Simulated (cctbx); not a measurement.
## CeMnGa across an absorption edge

Space group P6_3/mmc (no. 194), a = 4.3730 Å, b = 4.3730 Å, c = 7.2880 Å, α = 90.00°, β = 90.00°, γ = 120.00°.

```csv
atom,mult.,x,y,z,Ueq (Å²)
Ce1,2,0,0,1/2,0.0175
Ga1,2,1/3,2/3,1/4,0.0164
Mn1,2,1/3,2/3,3/4,0.0313
```

This is a model crystal, built by substitution and not relaxed, with assumed displacement parameters.

Calculated with cctbx: free-atom f′ and f″ from the Sasaki tables, no fine structure; amplitudes in electrons.

| E (eV) | F 2 0 2 | F 2 0 3 | F 2 0 1 | F 1 0 2 |
| --- | --- | --- | --- | --- |
| 9767 | 101.0 | 7.4 | 7.5 | 127.8 |
| 10117 | 100.4 | 6.1 | 6.1 | 127.2 |
| 10247 | 99.8 | 5.1 | 5.0 | 126.5 |
| 10307 | 99.2 | 4.1 | 4.0 | 125.9 |
| 10337 | 98.6 | 3.1 | 3.0 | 125.2 |
| 10352 | 98.0 | 2.3 | 2.3 | 124.6 |
| 10359 | 97.4 | 1.8 | 1.9 | 124.0 |
| 10363 | 96.8 | 1.7 | 2.1 | 123.3 |
| 10371 | 96.9 | 3.5 | 3.8 | 123.4 |
| 10375 | 97.7 | 3.4 | 3.5 | 124.2 |
| 10382 | 98.4 | 3.7 | 3.6 | 124.9 |
| 10397 | 99.1 | 4.3 | 4.2 | 125.7 |
| 10427 | 99.8 | 5.1 | 4.9 | 126.4 |
| 10517 | 100.7 | 6.3 | 6.2 | 127.4 |
| 10767 | 101.7 | 7.7 | 7.7 | 128.5 |

**Question.** Which edge is crossed, and why do the reflections move as they do?

The K edge of Ga. The edge is at 10367 eV. f′ of Ga falls from -4.1 e at 10247 eV to -7.5 e at 4 eV below it, and f″ steps from 0.49 to 3.89 e across it. Over that approach |F| changes by -3 % (2 0 2), -67 % (2 0 3), -58 % (2 0 1) and -3 % (1 0 2): a reflection falls where Ga scatters in phase with the total and rises where it scatters against it; it hardly moves where the Ga term is small or cancels by symmetry. Above the edge the larger f″ enters the imaginary part, where it can add to or cancel the other atoms' f″. The structure is centrosymmetric, so Friedel mates stay equal.

[Logs are printed without paths, hosts, clocks, repeated set-up lines and the standing remarks that a program may print on its own settings, such as how far it seeks lower states.]
